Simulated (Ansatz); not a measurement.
# Decaying states in the gap of K2NaBF6

A new crystal, K2NaBF6: structure, gap and complex bands. It is built by putting B for Ga in the K2NaGaF6 structure of space group Fm-3m, with the volume rescaled by atomic radii. The parent structure comes from the Materials Project.

Program: Ansatz 0.2.0. Level of theory: PBE DFT, plane waves, PAW files, in the first sound run; inputs show where later runs differ. Results are calculated unless marked as measured.

Most raw output is cut from this account.

The structure was built from a prototype and need not be the compound's stable phase.

### Step 1. The starting structure

It takes space group Fm-3m (No. 225, cubic). The conventional cell has a = 8.238 Å, b = 8.238 Å, c = 8.238 Å, α = 90.00°, β = 90.00°, γ = 90.00°. Nearest to K lie 12 F at 2.92 Å and 4 Na at 3.57 Å and 4 B at 3.57 Å. Nearest to Na lie 6 F at 2.23 Å. Nearest to B lie 6 F at 1.89 Å and 8 K at 3.57 Å. Nearest to F lie 1 B at 1.89 Å and 1 Na at 2.23 Å and 4 K at 2.92 Å. It derives from K2NaGaF6. B for Ga in the K2NaGaF6 structure of space group Fm-3m. Farther neighbours and most contacts between anions are not listed.

### Step 2. Cell and atoms at rest

The substituted atoms don't fit the parent's cell, so cell and atoms relax together. A small smearing keeps the run stable in case the gap closes on the way.

File input.yaml:

```yaml
crystal:
  lattice:
    - [0.0, 4.1191287607, 4.1191287607]
    - [4.1191287607, 0.0, 4.1191287607]
    - [4.1191287607, 4.1191287607, 0.0]
  atoms:
    - { symbol: K, position: [0.75, 0.75, 0.75] }
    - { symbol: K, position: [0.25, 0.25, 0.25] }
    - { symbol: Na, position: [0.5, 0.5, 0.5] }
    - { symbol: B, position: [0.0, 0.0, 0.0] }
    - { symbol: F, position: [0.770739, 0.229261, 0.229261] }
    - { symbol: F, position: [0.229261, 0.229261, 0.770739] }
    - { symbol: F, position: [0.229261, 0.770739, 0.770739] }
    - { symbol: F, position: [0.229261, 0.770739, 0.229261] }
    - { symbol: F, position: [0.770739, 0.229261, 0.770739] }
    - { symbol: F, position: [0.770739, 0.770739, 0.229261] }
kpoints:
  mp_grid: { grid: [6, 6, 6] }
scf:
  occupations: { method: gaussian, width: 0.03 }
hamiltonian:
  xc: pbe
output:
  forces: true
  stress: true
relax:
  f_tol: 0.02
  max_steps: 60
  cell: {}
```

On the command line:

```bash
$ ansatz run input.yaml --threads 2 --pin off --max-ram 4096MiB --backend cpu --events-out ev --progress --plain --runs-dir out
```

Run time: 24 s. Hardware: 2 threads of Arm Neoverse V1, shared host; peak memory 0.45 GiB.

Step by step:

| step | energy less that of the first step (eV) | largest force component (eV/Å) | pressure (GPa) | volume (Å³) |
| --- | --- | --- | --- | --- |
| 1 | 0.0000 | 2.6583 | -10.14 | 139.78 |
| 2 | -1.9773 | 1.2354 | -3.24 | 126.73 |
| 3 | -2.1131 | 0.9398 | 5.06 | 122.04 |
| 4 | -2.2316 | 0.1379 | 0.61 | 124.70 |
| 5 | -2.2345 | 0.0209 | 0.15 | 126.66 |
| 6 | -2.2331 | 0.0005 | 0.01 | 127.16 |
| 7* | -2.2101 | 0.0024 | -0.45 | 127.16 |
| 8 | -2.2154 | 0.0002 | 0.01 | 126.06 |
| 9* | -2.2118 | 0.0002 | -0.03 | 126.06 |

Relaxation steps marked * repeat the geometry before them on a plane-wave basis chosen anew for their cell, so energy and pressure can jump there.

The run keeps the 48 symmetry operations that it works with, so distortions that break them were not tested.

| conventional cell, symmetrised | before | after | change |
| --- | --- | --- | --- |
| a (Å) | 8.238 | 7.959 | -3.4 % |
| b (Å) | 8.238 | 7.959 | -3.4 % |
| c (Å) | 8.238 | 7.959 | -3.4 % |
| volume (Å³/atom) | 13.98 | 12.61 | -9.8 % |

The atoms that moved most (Å, as changes of fractional coordinates times the final cell):

| atom | dx | dy | dz | length |
| --- | --- | --- | --- | --- |
| F5 | -0.170 | 0.000 | 0.000 | 0.170 |
| F7 | 0.170 | 0.000 | 0.000 | 0.170 |
| F8 | 0.000 | -0.170 | 0.000 | 0.170 |
| F9 | 0.000 | 0.170 | 0.000 | 0.170 |
| F10 | 0.000 | 0.000 | 0.170 | 0.170 |
| F6 | 0.000 | 0.000 | -0.170 | 0.170 |

Numbers from this step:

* free energy: -9577.4144 eV
* Fermi energy: 5.843 eV
* pressure: -0.02972 GPa

The largest force component on a free atom ends at 2.3e-4 eV/Å.

### Step 3. The bulk crystal and its band edges

The energy window and the wavevectors of the next steps follow from the band edges, so these are searched first, off the mesh as well.

File input.yaml:

```yaml
crystal:
  lattice:
    - [0.0, 3.9797127747, 3.9797127747]
    - [3.9797127747, 0.0, 3.9797127747]
    - [3.9797127747, 3.9797127747, 0.0]
  atoms:
    - { symbol: K, position: [0.75, 0.75, 0.75] }
    - { symbol: K, position: [0.25, 0.25, 0.25] }
    - { symbol: Na, position: [0.5, 0.5, 0.5] }
    - { symbol: B, position: [0.0, 0.0, 0.0] }
    - { symbol: F, position: [0.7921375189, 0.2078624811, 0.2078624811] }
    - { symbol: F, position: [0.2078624811, 0.2078624811, 0.7921375189] }
    - { symbol: F, position: [0.2078624811, 0.7921375189, 0.7921375189] }
    - { symbol: F, position: [0.2078624811, 0.7921375189, 0.2078624811] }
    - { symbol: F, position: [0.7921375189, 0.2078624811, 0.7921375189] }
    - { symbol: F, position: [0.7921375189, 0.7921375189, 0.2078624811] }
kpoints:
  mp_grid: { grid: [6, 6, 6] }
  band_path: { path: [VBM, CBM], npoints: 30 }
scf:
  occupations: { method: fixed }
hamiltonian:
  xc: pbe
output:
  eigenvalues: true
  write_potential: true
  write_density: true
  volumetric_format: npy
  elf: true
```

Run time: 8.8 s. Hardware: 2 threads; peak memory 0.41 GiB.

This step gave:

| Item | Value |
| --- | --- |
| free energy | -9577.4146 eV |
| Fermi energy | 2.511 eV |
| gap on the k-mesh | 6.665 eV |
| gap on path | 6.665 eV, by band count; negative where bands overlap |
| direct gap on path | 6.665 eV |
| edge places on path | 0, 0 1/A along the path |

Levels at VBM (eV): -6.43, -4.20, -4.20, -4.20, -2.44, -2.44, -2.44, -1.27, -1.27, -0.90, -0.90, -0.90, -0.70, -0.70, -0.70, 0.00, 0.00, 0.00, 6.67.

Valence density in the ac plane of the conventional cell at fractional y = 0.000, with atoms of Na and B and F within 0.2 Å of it. It is the smooth field of the valence electrons, not physical close to the nuclei.

Values in e/Å³, 12 rows by 16 columns, each cell a mean:
```
 1  1  2  6  2  0  0  5  7  1  0  1  5  4  1  0
 3  1  0  0  0  0  0  0  0  0  0  0  0  0  0  2
 9  2  0  0  0  0  0  2  3  1  0  0  0  0  1  7
 1  0  0  0  0  0  1  7  9  2  0  0  0  0  0  1
 0  0  0  0  1  0  0  1  2  0  0  1  0  0  0  0
11  1  0  1  8  5  1  0  0  1  3  9  3  0  0  8
 7  1  0  1  5  4  1  0  1  1  2  6  2  0  0  5
 0  0  0  0  0  0  0  2  3  1  0  0  0  0  0  0
 3  1  0  0  0  0  1  7  9  2  0  0  0  0  0  2
 9  2  0  0  0  0  0  1  1  0  0  0  0  0  1  7
 2  0  0  1  0  0  0  0  0  0  0  0  1  0  0  1
 0  1  3  9  3  0  0  8 11  1  0  1  8  5  1  0
```
Columns run along a (8.0 Å), rows up along c (8.0 Å), edges of the conventional cell, whose origin can differ from the input's. Atoms in or near the plane, at fractional coordinates: Na at (0.50, 0.00), Na at (0.00, 0.50), B at (0.00, 0.00), B at (0.50, 0.50), F at (0.21, 0.00), F at (0.71, 0.50), F at (0.00, 0.21), F at (0.50, 0.71), F at (0.79, 0.00), F at (0.29, 0.50), F at (0.50, 0.29), F at (0.00, 0.79).

ELF in the ac plane of the conventional cell at fractional y = 0.000, with atoms of Na and B and F within 0.2 Å of it. It is the smooth field of the valence electrons, not physical close to the nuclei.

Ten even steps from '_' (0.00) to '@' (0.80), each cell a mean:
```
..--##@@%%@@@@==__++**++**::..##@@%%@@%%++..
**==--**@@@@%%--__::++**==__..**@@@@%%==::++
@@**::::++**==..______..______::++**--..==%%
%%@@++..__..____..--====--::____....__--%%@@
##@@%%::________==%%@@@@%%**..______..**@@%%
@@@@##::______..**@@@@%%@@%%--______..++@@@@
%%##==__________++@@%%##@@##::________::**##
....______::::..::**@@@@%%--__::--..____....
--..____==##%%++::--##%%++..--##%%**::____::
****....##@@@@@@**==------++%%@@@@%%--__==**
==**--..%%@@##%%@@**..__--%%@@##%%@@==..**++
++**::..##@@%%@@%%++....--##@@%%@@@@==__++**
**==__..**@@@@%%==::++**==--**@@@@%%--__::++
..______::++**--..==%%@@**::::++**==..______
==--::____....__--%%@@%%@@++..__..____..--==
@@%%**..______..**@@%%##@@%%::________==%%@@
%%@@%%--______..++@@@@@@@@##::______..**@@@@
##@@##::________::**##%%##==__________++@@%%
@@%%--__::--..____........______::::..::**@@
%%++..--##%%**::____::--..____==##%%++::--##
----++%%@@@@%%--__==******....##@@@@@@**==--
__--%%@@##%%@@==..**++==**--..%%@@##%%@@**..
```
Columns run along a (8.0 Å), rows up along c (8.0 Å), edges of the conventional cell, whose origin can differ from the input's. Atoms in or near the plane, at fractional coordinates: Na at (0.50, 0.00), Na at (0.00, 0.50), B at (0.00, 0.00), B at (0.50, 0.50), F at (0.21, 0.00), F at (0.71, 0.50), F at (0.00, 0.21), F at (0.50, 0.71), F at (0.79, 0.00), F at (0.29, 0.50), F at (0.50, 0.29), F at (0.00, 0.79).

Electrostatic potential energy in the ac plane of the conventional cell at fractional y = 0.000, with atoms of Na and B and F within 0.2 Å of it. With pseudopotentials it is smooth inside the atoms' cores, unlike the true potential.

Values in eV, 12 rows by 16 columns, each cell a mean:
```
-34  -6 -11 -26  -8   7   2 -25 -33  -5   6   1 -24 -19  -1 -26
-18   3   9   9   9   9   7   5   5   7   8   9   9   9   7 -12
-37  -6  10   9   9   9   9  -8 -13   6   9   9   9  10   5 -32
 -3   8   9   9   9  10   5 -32 -38  -6  10   9   9   9   9   1
  1   5   8   9   7   7   7  -6 -11   5   8   6   9   8   6   2
-43  -9   6  -3 -33 -29  -4 -36 -43 -10 -19 -35 -16   7   0 -35
-33  -5   6   1 -24 -19  -1 -26 -34  -6 -11 -26  -8   7   2 -25
  5   7   8   9   9   9   7 -12 -18   3   9   9   9   9   7   5
-13   6   9   9   9  10   5 -32 -37  -6  10   9   9   9   9  -8
-38  -6  10   9   9   9   9   1  -3   8   9   9   9  10   5 -32
-11   5   8   6   9   8   6   2   1   5   8   9   7   7   7  -6
-43 -10 -19 -35 -16   7   0 -35 -43  -9   6  -3 -33 -29  -4 -36
```
Columns run along a (8.0 Å; values clipped at the 3rd and 97th percentile), rows up along c (8.0 Å), edges of the conventional cell, whose origin can differ from the input's. Atoms in or near the plane, at fractional coordinates: Na at (0.50, 0.00), Na at (0.00, 0.50), B at (0.00, 0.00), B at (0.50, 0.50), F at (0.21, 0.00), F at (0.71, 0.50), F at (0.00, 0.21), F at (0.50, 0.71), F at (0.79, 0.00), F at (0.29, 0.50), F at (0.50, 0.29), F at (0.00, 0.79).

The searched edges give 6.67 eV, as on the mesh.

### Step 4. Complex bands, plane (111)

This step: PBE DFT, plane waves, PAW files; complex bands by layer matching along the plane's normal (Ansatz 0.2.0).

The same crystal is laid in a cell whose first two vectors span the (111) plane (indices of the standard conventional cell, whose axes can be ordered otherwise than in the bulk input). At fixed energy and wavevector in the plane the solver finds all kz, real and complex. A few wavevectors are listed, (0, 0) and (0.5, 0) in units of the plane's reciprocal vectors; the slowest state needn't be among them.

File input.yaml:

```yaml
crystal:
  lattice:
    - [5.62816378, 0.0, 0.0]
    - [2.81408189, 4.87413281, 0.0]
    - [2.81408189, 1.624710937, 4.595376484]
  atoms:
    - { symbol: K, position: [0.25, 0.25, 0.25] }
    - { symbol: K, position: [0.75, 0.75, 0.75] }
    - { symbol: Na, position: [0.5, 0.5, 0.5] }
    - { symbol: B, position: [0.0, 0.0, 0.0] }
    - { symbol: F, position: [0.7921375189, 0.7921375189, 0.2078624811] }
    - { symbol: F, position: [0.7921375189, 0.2078624811, 0.2078624811] }
    - { symbol: F, position: [0.2078624811, 0.2078624811, 0.7921375189] }
    - { symbol: F, position: [0.2078624811, 0.7921375189, 0.2078624811] }
    - { symbol: F, position: [0.7921375189, 0.2078624811, 0.7921375189] }
    - { symbol: F, position: [0.2078624811, 0.7921375189, 0.7921375189] }
kpoints:
  mp_grid: { grid: [6, 6, 6] }
scf:
  occupations: { method: fixed }
hamiltonian:
  xc: pbe
output:
  eigenvalues: true
  transmission:
    leads: [[0, 0]]
    kpoints: [[0.0, 0.0], [0.5, 0.0]]
    e_range: [-1.0, 7.67]
    de: 0.22
```

It took 45 s on 2 threads; peak memory 0.71 GiB; 73 s of CPU time.

Numbers from this step:

* level to which the leads are filled: 3.333 eV from the Fermi level
* decay constant at the filling level, zone centre: 0.529 Å⁻¹
* decay constant at the filling level, slowest listed point: 0.529 Å⁻¹

K parallel (0, 0); values up to 1.5 1/Å, a degenerate pair printed once or twice; energies at which all values exceed this have no row. Im kz of the slowest decaying states against energy, zero at the highest filled level on the SCF mesh:

| energy (eV) | decay 1 (Å⁻¹) | decay 2 (Å⁻¹) | decay 3 (Å⁻¹) | decay 4 (Å⁻¹) |
| --- | --- | --- | --- | --- |
| -1.00 | 0.428 | 0.520 | 0.603 | 0.729 |
| -0.34 | 0.293 | 0.417 | 0.469 | 0.512 |
| 0.10 | 0.284 | 0.398 | 0.398 | 0.624 |
| 0.32 | 0.432 | 0.438 | 0.633 | 0.660 |
| 0.76 | 0.480 | 0.566 | 0.713 | 0.855 |
| 1.42 | 0.521 | 0.658 | 0.764 | 0.914 |
| 2.08 | 0.540 | 0.707 | 0.794 | 0.942 |
| 2.74 | 0.542 | 0.734 | 0.811 | 0.967 |
| 3.40 | 0.529 | 0.747 | 0.817 | 1.00 |
| 3.84 | 0.513 | 0.749 | 0.817 | 1.01 |
| 4.50 | 0.475 | 0.744 | 0.809 | 1.01 |
| 5.16 | 0.417 | 0.729 | 0.794 | 1.00 |
| 5.82 | 0.329 | 0.706 | 0.770 | 0.988 |
| 6.26 | 0.236 | 0.685 | 0.748 | 0.977 |
| 6.92 | 0.646 | 0.705 | 0.965 | 0.969 |
| 7.58 | 0.596 | 0.647 | 0.860 | 0.971 |

K parallel (0.5, 0); values up to 1.5 1/Å, a degenerate pair printed once or twice; energies at which all values exceed this have no row. Table of Im kz of the slowest decaying states by energy, zero at the highest filled level on the SCF mesh:

| energy (eV) | decay 1 (Å⁻¹) | decay 2 (Å⁻¹) | decay 3 (Å⁻¹) | decay 4 (Å⁻¹) |
| --- | --- | --- | --- | --- |
| -1.00 | 0.0912 | 0.285 | 0.458 | 0.514 |
| -0.34 | 0.0896 | 0.109 | 0.407 | 0.433 |
| 0.10 | 0.368 | 0.414 | 0.424 | 0.528 |
| 0.32 | 0.501 | 0.540 | 0.550 | 0.569 |
| 0.76 | 0.597 | 0.629 | 0.695 | 0.695 |
| 1.42 | 0.682 | 0.813 | 0.815 | 0.903 |
| 2.08 | 0.723 | 0.866 | 0.888 | 0.967 |
| 2.74 | 0.745 | 0.900 | 0.937 | 0.991 |
| 3.40 | 0.754 | 0.921 | 0.970 | 1.01 |
| 3.84 | 0.753 | 0.929 | 0.986 | 1.01 |
| 4.50 | 0.741 | 0.935 | 0.986 | 1.00 |
| 5.16 | 0.717 | 0.935 | 0.961 | 1.01 |
| 5.82 | 0.680 | 0.921 | 0.934 | 0.935 |
| 6.26 | 0.647 | 0.910 | 0.914 | 0.933 |
| 6.92 | 0.582 | 0.881 | 0.894 | 0.920 |
| 7.58 | 0.486 | 0.844 | 0.887 | 0.897 |

At the listed wavevectors the last open channel is at -0.12 eV and the next at +6.70 eV on the grid. At +3.40 eV, the grid energy nearest the filling level (the middle of the gap on the SCF mesh), the slowest state at the listed wavevectors decays with κ = 0.529 Å⁻¹, its amplitude falling by e over 1.9 Å. Through 1 nm of this crystal that state's transmission falls by exp(−2 × 0.529 Å⁻¹ × 10 Å) = 2.5e-5.

### Step 5. Decay over the two-dimensional zone

The listed points could miss the slowest state, so one energy near mid-gap is solved on a mesh of 8×8.

Changes to input.yaml since step 4:

```diff
@@ -24,6 +24,2 @@
   eigenvalues: true
-  transmission:
-    leads: [[0, 0]]
-    kpoints: [[0.0, 0.0], [0.5, 0.0]]
-    e_range: [-1.0, 7.67]
-    de: 0.22
+  transmission: { leads: [[0, 0]], kmesh: [8, 8], e_range: [3.33, 3.34], de: 0.05 }
```

Run time: 21 s. Hardware: 2 threads; peak memory 0.75 GiB.

This step gave:

| Property | Result |
| --- | --- |
| least decay constant on the mesh | 0.531 Å⁻¹ |

Slowest decay constant (1/Å; 0 where a channel is open) over k1 and k2. At 3.3300 eV from the Fermi level.

Ten even steps from '_' (0.531) to '@' (0.904):
```
**@@@@**========
##@@##==::..::==
****==..____..==
++==::______::==
**==..____..==**
##==::..::==##@@
**========**@@@@
++**##**++**##**
```
Columns: k1 (b1) from -0.5 to 0.375; rows upwards: k2 (b2) from -0.5 to 0.375.

The least value on the mesh is 0.531 Å⁻¹ at +3.33 eV. At that energy the listed points give about 0.531 Å⁻¹ by interpolation, so the mesh holds no clearly slower state.

### Step 6. Complex bands, plane (001)

The same for the (001) plane, at (0, 0) and (0.5, 0), to see how the decay depends on direction.

File input.yaml:

```yaml
crystal:
  lattice:
    - [5.62816378, 0.0, 0.0]
    - [0.0, 5.62816378, 0.0]
    - [2.81408189, 2.81408189, 3.979712775]
  atoms:
    - { symbol: K, position: [0.75, 0.25, 0.5] }
    - { symbol: K, position: [0.25, 0.75, 0.5] }
    - { symbol: Na, position: [0.5, 0.5, 0.0] }
    - { symbol: B, position: [0.0, 0.0, 0.0] }
    - { symbol: F, position: [0.2078624811, 0.7921375189, 0.0] }
    - { symbol: F, position: [0.7921375189, 0.7921375189, 0.4157249622] }
    - { symbol: F, position: [0.7921375189, 0.2078624811, 0.0] }
    - { symbol: F, position: [0.2078624811, 0.2078624811, 0.0] }
    - { symbol: F, position: [0.7921375189, 0.7921375189, 0.0] }
    - { symbol: F, position: [0.2078624811, 0.2078624811, 0.5842750378] }
kpoints:
  mp_grid: { grid: [6, 6, 6] }
scf:
  occupations: { method: fixed }
hamiltonian:
  xc: pbe
output:
  eigenvalues: true
  transmission:
    leads: [[0, 0]]
    kpoints: [[0.0, 0.0], [0.5, 0.0]]
    e_range: [-1.0, 7.67]
    de: 0.22
```

It took 61 s on 2 threads; peak memory 0.8 GiB.

This step gave:

| Item | Value |
| --- | --- |
| decay constant at the filling level, zone centre | 0.5586 Å⁻¹ |
| decay constant at the filling level, slowest listed point | 0.5586 Å⁻¹ |

K parallel (0, 0); values up to 1.5 1/Å, a degenerate pair printed once or twice; energies at which all values exceed this have no row. The Im kz of the slowest decaying states by energy, zero at the highest filled level on the SCF mesh:

| energy (eV) | decay 1 (Å⁻¹) | decay 2 (Å⁻¹) | decay 3 (Å⁻¹) | decay 4 (Å⁻¹) |
| --- | --- | --- | --- | --- |
| -1.00 | 0.445 | 0.474 | 0.616 | 0.750 |
| -0.56 | 0.211 | 0.358 | 0.411 | 0.523 |
| -0.34 | 0.0805 | 0.319 | 0.583 | 0.617 |
| 0.10 | 0.272 | 0.434 | 0.700 | 0.726 |
| 0.32 | 0.450 | 0.470 | 0.717 | 0.761 |
| 0.76 | 0.521 | 0.622 | 0.745 | 0.811 |
| 0.98 | 0.539 | 0.675 | 0.757 | 0.830 |
| 1.42 | 0.564 | 0.753 | 0.776 | 0.856 |
| 1.64 | 0.571 | 0.781 | 0.783 | 0.866 |
| 2.08 | 0.580 | 0.796 | 0.825 | 0.880 |
| 2.52 | 0.580 | 0.805 | 0.856 | 0.887 |
| 2.74 | 0.577 | 0.808 | 0.867 | 0.889 |
| 3.18 | 0.566 | 0.813 | 0.884 | 0.889 |
| 3.40 | 0.559 | 0.814 | 0.887 | 0.889 |
| 3.84 | 0.538 | 0.815 | 0.881 | 0.895 |
| 4.06 | 0.525 | 0.814 | 0.877 | 0.895 |
| 4.50 | 0.493 | 0.811 | 0.865 | 0.892 |
| 4.94 | 0.453 | 0.806 | 0.850 | 0.868 |
| 5.16 | 0.429 | 0.802 | 0.841 | 0.851 |
| 5.60 | 0.371 | 0.792 | 0.814 | 0.821 |
| 5.82 | 0.335 | 0.786 | 0.795 | 0.809 |
| 6.26 | 0.238 | 0.754 | 0.772 | 0.783 |
| 6.48 | 0.163 | 0.732 | 0.763 | 0.768 |
| 6.92 | 0.686 | 0.735 | 0.742 | 0.774 |
| 7.14 | 0.662 | 0.716 | 0.730 | 0.754 |
| 7.58 | 0.610 | 0.673 | 0.702 | 0.708 |

(Continued in part 2 of 2.)

[Logs are printed without paths, hosts, clocks, repeated set-up lines and the standing remarks that a program may print on its own settings, such as how far it seeks lower states.]

[Hosts, paths, dates, database ids (printed as entryN), source tags and the programs' standing remarks are cut or masked in the printed files.]
